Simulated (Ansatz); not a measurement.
## Formation energy and levels of the vacancy V_O in MgO (Fm-3m)

Wanted: the transition levels of a vacancy in MgO (Fm-3m), from a cell of 216 host atoms with 1 O taken out.

Calculated with Ansatz 0.2.0; place-levels on PBE0 runs: charge-transition levels and formation energies with image-charge correction and potential alignment at the atomic sites.

**What experiment says.**

For MgO, rocksalt (bulk crystal), “Electronic structure of alkaline earth and post-transition metal oxides” (2009, arxiv:0908.1581) quotes earlier work: band gap (literature experimental gap) 7.83 eV [Literature value based on experiment; other listed experimental values range from 7.7 to …].

This is a report of a sequence of runs, with most program output left out.

### Step 1. The starting structure

The cell holds 215 atoms: 108 Mg and 107 O. Its edges and angles: a = 12.606 Å, b = 12.606 Å, c = 12.606 Å, α = 90.0°, β = 90.0°, γ = 90.0°. It derives from MgO (space group Fm-3m). Nearest the centre at fractional (0.500, 0.500, 0.500): Mg107 at 2.10 Å, Mg108 at 2.10 Å, Mg106 at 2.10 Å, Mg115 at 2.10 Å, Mg177 at 2.10 Å, Mg130 at 2.10 Å, O110 at 2.97 Å, O111 at 2.97 Å.

Known beforehand: the electronic dielectric constant, 3.23, and the static one, 10.09, computed on the host (DFPT, PBEsol).

The cell's shortest repeat is 12.6 Å.

### Step 2. The runs of each charge state

A transition level is the Fermi level at which two charge states cost the same, so each charge needs its own total energy, at its own relaxed structure.

Random displacements of about 0.05 Å break the site symmetry at the start, so that the relaxation can reach a distorted minimum if there is one. Forces are taken at one point at (¼, ¼, ¼). The cell holds 1 electron fewer than the neutral one, with a uniform background that keeps it neutral on the whole. The electron count is odd, so at least one spin is unpaired; this run locks the moment at 1 μB.

One of the inputs; charge, spin and start change from state to state.

Contents of qp1_M1.relax/input.yaml:

```yaml
crystal:
  lattice:
    - [4.20184348, 0.0, 0.0]
    - [0.0, 4.20184348, 0.0]
    - [0.0, 0.0, 4.20184348]
  atoms:
    - { symbol: Mg, position: [0.0, 0.0, 0.0] }
    - { symbol: Mg, position: [0.0, 0.5, 0.5] }
    - { symbol: Mg, position: [0.5, 0.0, 0.5] }
    - { symbol: Mg, position: [0.5, 0.5, 0.0] }
    - { symbol: O, position: [0.0, 0.0, 0.5] }
    - { symbol: O, position: [0.0, 0.5, 0.0] }
    - { symbol: O, position: [0.5, 0.0, 0.0] }
    - { symbol: O, position: [0.5, 0.5, 0.5] }
  supercell: [3, 3, 3]
  defects: [{ vacancy: 111 }]
total_charge: 1
basis:
  ecutwfc: 420
  xc_grid: 2
hamiltonian:
  xc: pbesol
kpoints:
  mp_grid: { grid: [1, 1, 1], shift: [0.25, 0.25, 0.25] }
magnetization:
  spin_polarized: true
  initial_magnetization: 1
  spin_locking: { lock_magnetization: hard }
scf:
  occupations: { method: fixed }
  max_iter: 100
output:
  forces: true
  charged_corrections:
    epsilon: 3.23
    static_epsilon: 10.09
    defect_position: [0.5, 0.5, 0.5]
relax:
  f_tol: 0.02
  max_steps: 60
  random_displacement: { amplitude: 0.05, seed: 12 }
checkpoint:
  write: "../qp1_M1.relax.run"
  compress: false
  write_wavefunctions: true
  write_every: 100000
```

On the command line:

```
> ansatz run input.yaml --threads 10 --pin off --max-ram 65945MiB --backend cuda --events-out ev --progress --plain --runs-dir out
```

Exact exchange opens the gap and lessens the self-interaction that spreads bound carriers; this run is a single point that starts from the saved hybrid relaxation.

The run of this state that the levels use, under PBE0:

Contents of qp1_M1.hybq/input.yaml:

```yaml
crystal:
  checkpoint: "../qp1_M1.hrelax.run"
  host: checkpoint
total_charge: 1
basis:
  ecutwfc: 420
  xc_grid: 2
hamiltonian:
  xc: pbe0
kpoints:
  mp_grid: { grid: [1, 1, 1], shift: [0.25, 0.25, 0.25] }
magnetization:
  spin_polarized: true
  initial_magnetization: 1
  spin_locking: { lock_magnetization: hard }
scf:
  occupations: { method: fixed }
  max_iter: 100
output:
  forces: true
  charged_corrections:
    epsilon: 3.23
    static_epsilon: 10.09
    defect_position: [0.5, 0.5, 0.5]
  eigenvalues: true
checkpoint:
  read: "../qp1_M1.hrelax.run"
  write: "../qp1_M1.hybq.run"
  compress: false
  write_wavefunctions: false
  write_every: 100000
```

Relaxations under PBEsol at one point at (¼, ¼, ¼); times on 1 × NVIDIA H100 80GB HBM3 with 10 threads of AMD EPYC 7R13 (Zen 3), shared host:

| charge | moment (μB) | occupations | outcome | steps | largest displacement against the far atoms (Å) | time |
| --- | --- | --- | --- | --- | --- | --- |
| 0 | 0 | fixed | converged | 4 | 0.01 | 12 s |
| +1 | 1 | fixed | converged | 4 | 0.10 | 17 s |
| +2 | 0 | fixed | converged | 5 | 0.19 | 15 s |

Relaxations under PBE0 at the zone centre alone; times on 1 × NVIDIA H100 80GB HBM3 with 10 threads of AMD EPYC 7R13 (Zen 3), shared host:

| charge | moment (μB) | occupations | outcome | steps | largest displacement against the far atoms (Å) | time |
| --- | --- | --- | --- | --- | --- | --- |
| 0 | 0 | fixed | converged | 2 | 0.02 | 27 s |
| +1 | 1 | fixed | converged | 3 | 0.11 | 77 s |
| +2 | 0 | fixed | converged | 3 | 0.20 | 36 s |

Single points under PBE0 at one point at (¼, ¼, ¼); times on 1 × NVIDIA H100 80GB HBM3 with 10 threads of AMD EPYC 7R13 (Zen 3), shared host:

| charge | moment (μB) | occupations | outcome | time |
| --- | --- | --- | --- | --- |
| 0 | 0 | fixed | converged | 62 s |
| +1 | 1 | fixed | converged | 2.2 min |
| +2 | 0 | fixed | converged | 59 s |

Distances (Å) from the ideal centre to the nearest atoms after relaxation with PBE0:

| charge | moment (μB) | 1. | 2. | 3. | 4. | 5. | 6. |
| --- | --- | --- | --- | --- | --- | --- | --- |
| 0 | 0 | Mg 2.11 | Mg 2.11 | Mg 2.12 | Mg 2.12 | Mg 2.12 | Mg 2.12 |
| +1 | 1 | Mg 2.20 | Mg 2.21 | Mg 2.21 | Mg 2.21 | Mg 2.21 | Mg 2.21 |
| +2 | 0 | Mg 2.30 | Mg 2.30 | Mg 2.30 | Mg 2.30 | Mg 2.30 | Mg 2.30 |

### Step 3. place-levels, PBEsol

PBEsol is run to see how far the result rests on the functional, though not on the errors that semilocal functionals share; the sampling changes too, to a 2×2×2 shifted mesh, so differences hold both changes.

Contents of qp1_M1.semi/input.yaml:

```yaml
crystal:
  checkpoint: "../qp1_M1.relax.run"
  host: checkpoint
total_charge: 1
basis:
  ecutwfc: 420
  xc_grid: 2
hamiltonian:
  xc: pbesol
kpoints:
  mp_grid: { grid: [2, 2, 2], shift: [0.5, 0.5, 0.5] }
magnetization:
  spin_polarized: true
  initial_magnetization: 1
  spin_locking: { lock_magnetization: hard }
scf:
  occupations: { method: fixed }
  max_iter: 100
output:
  forces: true
  charged_corrections:
    epsilon: 3.23
    static_epsilon: 10.09
    defect_position: [0.5, 0.5, 0.5]
  eigenvalues: true
  eigenstates: { localisation: true }
  populations: true
  efg: {}
  write_density: true
  write_potential: true
  volumetric_format: npy
checkpoint:
  read: "../qp1_M1.relax.run"
  write: "../qp1_M1.semi.run"
  compress: false
  write_wavefunctions: false
  write_every: 100000
```

Run time: 14 s. Hardware: 1 × NVIDIA H100 80GB HBM3 with 10 threads of AMD EPYC 7R13 (Zen 3), shared host; peak memory 3.1 GiB; 92 s of CPU time.

Contents of levels.semi.yaml:

```yaml
host:
  run: host.semi.run
states: [q0.semi.run, qp1_M1.semi.run, qp2.semi.run]
geometry_from:
  q0.semi.run: q0.relax.run
  qp1_M1.semi.run: qp1_M1.relax.run
  qp2.semi.run: qp2.relax.run
chemical_potentials:
  O:
    energy: -558.282649
    dataset: "<sha256 of the dataset>"
```

On the command line:

```
> ansatz place-levels levels.semi.yaml -- --threads 10 --pin off --max-ram 65945MiB
```

The job ended after 0.48 s (10 threads).

Under PBEsol the gap is 4.70 eV, (+2/+1) 1.60, (+1/0) 2.61 eV.

### Step 4. place-levels, PBE0, the zone centre alone

Contents of qp1_M1.hyb/input.yaml:

```yaml
crystal:
  checkpoint: "../qp1_M1.hrelax.run"
  host: checkpoint
total_charge: 1
basis:
  ecutwfc: 420
  xc_grid: 2
hamiltonian:
  xc: pbe0
kpoints:
  mp_grid: { grid: [1, 1, 1] }
magnetization:
  spin_polarized: true
  initial_magnetization: 1
  spin_locking: { lock_magnetization: hard }
scf:
  occupations: { method: fixed }
  max_iter: 100
output:
  forces: true
  charged_corrections:
    epsilon: 3.23
    static_epsilon: 10.09
    defect_position: [0.5, 0.5, 0.5]
  eigenvalues: true
  eigenstates: { localisation: true }
  populations: true
  efg: {}
  write_density: true
  write_potential: true
  volumetric_format: npy
checkpoint:
  read: "../qp1_M1.hrelax.run"
  write: "../qp1_M1.hyb.run"
  compress: false
  write_wavefunctions: false
  write_every: 100000
```

Run time: 43 s. Hardware: 1 × NVIDIA H100 80GB HBM3 with 10 threads; peak memory 4.7 GiB.

Contents of levels.hyb.yaml:

```yaml
host:
  run: host.hyb.run
states: [q0.hyb.run, qp1_M1.hyb.run, qp2.hyb.run]
geometry_from:
  q0.hyb.run: q0.hrelax.run
  qp1_M1.hyb.run: qp1_M1.hrelax.run
  qp2.hyb.run: qp2.hrelax.run
chemical_potentials:
  O:
    energy: -564.759332
    dataset: "<sha256 of the dataset>"
```

On the command line:

```
> ansatz place-levels levels.hyb.yaml -- --threads 10 --pin off --max-ram 65945MiB
```

Wall time 0.49 s (10 threads).

Under PBE0 the gap is 7.31 eV, (+2/+1) 2.95, (+1/0) 4.15 eV; the stage before (PBEsol, at other k-points) gave a gap of 4.70 eV and levels within 1.54 eV of these.

### Step 5. Placing the levels, PBE0, one point at (¼, ¼, ¼)

A charged cell interacts with its images and the background, and its potential has another zero than the host's. place-levels removes the first by a point-charge model, screened by the static dielectric constant since the ions have relaxed around the charge, and the second by comparing potentials at atoms far from the defect.

The host is a run of the defect-free crystal in the same cutoffs, grids and k-points, so that basis and sampling errors cancel in part in the differences. The host is run in a cell of 8 atoms on a matching mesh. Its band edges are searched through the zone by a band path, so the gap is smaller than, or equal to, that on the mesh. Chemical potentials are energies per atom of O (O2 molecule), run with the same functional and cutoff.

Contents of levels.hybq.yaml:

```yaml
host:
  run: host.hybq.run
states: [q0.hybq.run, qp1_M1.hybq.run, qp2.hybq.run]
geometry_from:
  q0.hybq.run: q0.hrelax.run
  qp1_M1.hybq.run: qp1_M1.hrelax.run
  qp2.hybq.run: qp2.hrelax.run
chemical_potentials:
  O:
    energy: -564.759332
    dataset: "<sha256 of the dataset>"
```

On the command line:

```
> ansatz place-levels levels.hybq.yaml -- --threads 10 --pin off --max-ram 65945MiB
```

Elapsed: 0.4 s, on 10 threads.

Under PBE0 the gap is 7.28 eV, (+2/+1) 2.95, (+1/0) 4.16 eV; the stage before (PBE0, at other k-points) gave a gap of 7.31 eV and levels within 0.01 eV of these.

Levels between the charges placed, in eV above the valence top:

|  | gap (eV) | (+2/+1) | (+1/0) |
| --- | --- | --- | --- |
| PBE0 | 7.28 | 2.95 | 4.16 |

Corrections by state:

| charge | moment (μB) | image terms and alignment (eV) | band filling (eV) | ε used | over the lowest of its charge, as the program ranks them, band filling apart (eV) |
| --- | --- | --- | --- | --- | --- |
| +2 | 0.0 | 0.554 | - | 10.09 | 0.000 |
| +1 | 1.0 | 0.120 | - | 10.09 | 0.000 |
| 0 | 0.0 | 0.000 | - | - | 0.000 |

From the program's caveats on the states, each cut to its opening words:

- charge +2, +1 (1 μB): how wide its charge is, is not read beside other atoms or cores, and a band state would take no correction
- charge +1 (1 μB): flagged: stability check not made

The host's formation energy from the elements is -2.808 eV per atom; it sets how far the chemical potentials can move.

Limit set by the element alone; other compounds of these elements are not counted. Chemical potentials from the elements' reference states: Mg 0.00 eV, O -5.62 eV. Formation energies (Mg-rich), with the Fermi level at the valence top and at the conduction bottom (gap 7.28 eV):

| charge | at valence top (eV) | at conduction bottom (eV) | correction included (eV) |
| --- | --- | --- | --- |
| +2 | -5.74 | 8.82 | 0.55 |
| +1 | -2.79 | 4.49 | 0.12 |
| 0 | 1.37 | 1.37 | 0.00 |

```tsv
Fermi level (eV)	lowest formation energy (eV)
0.00	-5.74
0.66	-4.42
1.32	-3.10
1.98	-1.77
2.64	-0.45
3.31	0.52
3.97	1.19
4.63	1.37
5.29	1.37
5.96	1.37
6.62	1.37
7.28	1.37
```

Limit set by the element alone; other compounds of these elements are not counted. Chemical potentials from the elements' reference states: O 0.00 eV, Mg -5.62 eV. Formation energy by charge state (O-rich; gap 7.28 eV):

| charge | at valence top (eV) | at conduction bottom (eV) | correction included (eV) |
| --- | --- | --- | --- |
| +2 | -0.12 | 14.43 | 0.55 |
| +1 | 2.83 | 10.11 | 0.12 |
| 0 | 6.99 | 6.99 | 0.00 |

Fermi level (eV), lowest formation energy (eV) and a bar from the least value:
```
     0.00      -0.12 
     0.66       1.20 ######
     1.32       2.52 ###########
     1.98       3.84 #################
     2.64       5.16 ######################
     3.31       6.13 ##########################
     3.97       6.80 #############################
     4.63       6.99 ##############################
     5.29       6.99 ##############################
     5.96       6.99 ##############################
     6.62       6.99 ##############################
     7.28       6.99 ##############################
```

### Step 6. Cost and result

Levels between neighbouring charges, in eV above each run's own valence top:

|  | gap (eV) | (+2/+1) | (+1/0) | GPU time a state at this stage (restarts are quicker than cold starts) |
| --- | --- | --- | --- | --- |
| PBEsol, 2×2×2 shifted mesh | 4.70 | 1.60 | 2.61 | 20 s |
| PBE0, zone centre alone | 7.31 | 2.95 | 4.15 | 30 s |
| PBE0, (¼, ¼, ¼) | 7.28 | 2.95 | 4.16 | 84 s |

### Step 7. Summary of results

- gap of the host: 7.28 eV (PBE0)
- level (plus 2/plus 1): 2.95 eV above the valence top
- level (plus 1/0): 4.16 eV above the valence top
- lowest of the charges placed, just above the valence top (0.02 eV): +2
- lowest of the charges placed, just below the conduction bottom (0.02 eV): 0
- lowest formation energy at mid-gap of the charges run, Mg-rich: 0.85 eV
- lowest formation energy at mid-gap of the charges run, O-rich: 6.47 eV

Of the charges placed (0, +1 and +2), the lowest changes at 2.95 eV (+2/+1) and 4.16 eV (+1/0) above the valence top, in a gap of 7.28 eV. Charges above +2 and below 0 were not placed, so these runs say nothing of levels that involve them. States placed: +2 at 0 μB; +1 at 1 μB; 0 at 0 μB. Other spin states or structures, where not listed, weren't placed. What this leaves open: one k-point off the zone centre stands for the whole zone; where a gas molecule sets a chemical potential or the host's formation energy, its binding is uncorrected.

Calculation against experiment:

| quantity | measured | PBEsol | PBE0 |
| --- | --- | --- | --- |
| band gap (least gap of the host) (eV) | 7.83 | 4.70 (-3.13 eV) | 7.28 (-0.55 eV) |

Measured values from arxiv:0908.1581 (2009).

**Verdict.** For the band gap, of the levels listed nearest comes PBE0 (-0.55 eV, fair agreement) and farthest PBEsol (-3.13 eV, a clear miss). Zero-point and thermal motion shift the measured gap.

[Logs are printed without paths, hosts, clocks, repeated set-up lines and the standing remarks that a program may print on its own settings, such as how far it seeks lower states.]

[Hosts, paths, dates, database ids (printed as entryN), source tags and the programs' standing remarks are cut or masked in the printed files.]

[Where a table of states has a column of steps, it counts the stored structures, which are thinned; the runs took as many ionic steps or more.]

[A defect's name tells the site on which it was built; relaxed atoms can leave that site.]

[For some hosts the program warned that the k-mesh of the response run may be too coarse for force constants and the static dielectric constant; such warnings are not shown here.]
